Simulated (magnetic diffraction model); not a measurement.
## Moment size from magnetic intensity in Na₃DyBi₂S₈

Space group C2/c (no. 15), a = 10.0110 Å, b = 18.4600 Å, c = 8.8080 Å, β = 117.52°.

```csv
site,atom,x,y,z
8f,Bi,0.7202,0.6240,0.1002
4e,Dy,0,0.7580,1/4
8f,S,0.1783,0.6764,0.1620
8f,S,0.7563,0.5083,0.1236
8f,S,0.0123,0.8558,0.0166
8f,S,0.7061,0.8263,0.0606
4e,Na,1/2,0.5027,1/4
4b,Na,1/2,0,0
4e,Na,0,0.7378,3/4
```

The compound is invented for this exercise: a known structure type with other elements, its cell scaled to their sizes and not relaxed.

Only Dy is taken to order (form factors of Dy3+); orders and moment sizes are assumed, and not adapted to the symmetry. Radiation: neutrons of λ = 2.41 Å (absorption by Dy left out), 3° to 40°; isotropic B of 0.24 Å² (Bi), 0.28 Å² (Dy), 0.44 Å² (S) and 0.38 Å² (Na). The intensities are simulated: I ∝ L Σ (|F_N|² + |F_M⊥|²) for unpolarised neutrons, with F_M = 2.695 fm/μB × Σ f(s) S exp(2πi Q·r) exp(−B s²) at Q = H ± k (one set where k and −k are equivalent), only the part normal to Q counting and L = 1/(sin²θ cos θ). For collinear order S is the moment m, which repeats by lattice and centring translations R with the sign exp(−2πi k·R). Form factors are spin-only for 3d ions and dipole or tabulated for f ions, scattering lengths are Sears's of 1992, and absorption is left out. A label names one of the reflections at its angle. The strongest nuclear line in the range is 100, and lines under 0.2 are left out.

In a first state the assumed order is k = (1/2 1/2 1), collinear moments along [100], 8.9 μB on Dy; signs + at (0, 0.7580, 1/4), − at (1/2, 0.7420, 3/4), with this pattern:

```tsv
2θ (°)	index	nuclear	magnetic
8.64	(1/2 1/2 0)	0.0	36.4
13.68	(1/2 -3/2 0)	0.0	36.0
15.00	(0 2 0)	29.2	0.0
16.18	(1/2 1/2 -1)	0.0	25.7
17.32	(1 1 0)	3.5	0.0
18.96	(1 1 -1)	100.0	0.0
19.38	(-1/2 3/2 1)	0.0	15.4
20.36	(1/2 5/2 0)	0.0	12.4
22.27	(-3/2 1/2 1)	0.0	2.1
22.82	(1/2 1/2 1)	0.0	14.1
23.32	(0 2 1)	10.3	0.0
23.80	(3/2 -1/2 0)	0.0	3.0
24.59	(1/2 5/2 -1)	0.0	14.6
24.72	(3/2 3/2 -1)	0.0	3.1
25.22	(1/2 -3/2 1)	0.0	9.5
26.11	(3/2 3/2 0)	0.0	4.7
```
(The table stops after 16 lines; 36 more lie at higher angle.)

**Question.** Nearer the ordering temperature the line at 8.64° has total intensity 17.9 on the same scale, and all moments have shrunk alike. How large is the Dy moment?

The nuclear part, 0.0, stays, so the magnetic part is 17.9 against 36.4. It goes as m², so m = 8.9 × √(17.9/36.4) = 6.24 μB; the value used was 6.23 μB.

[Logs are printed without paths, hosts, clocks, repeated set-up lines and the standing remarks that a program may print on its own settings, such as how far it seeks lower states.]
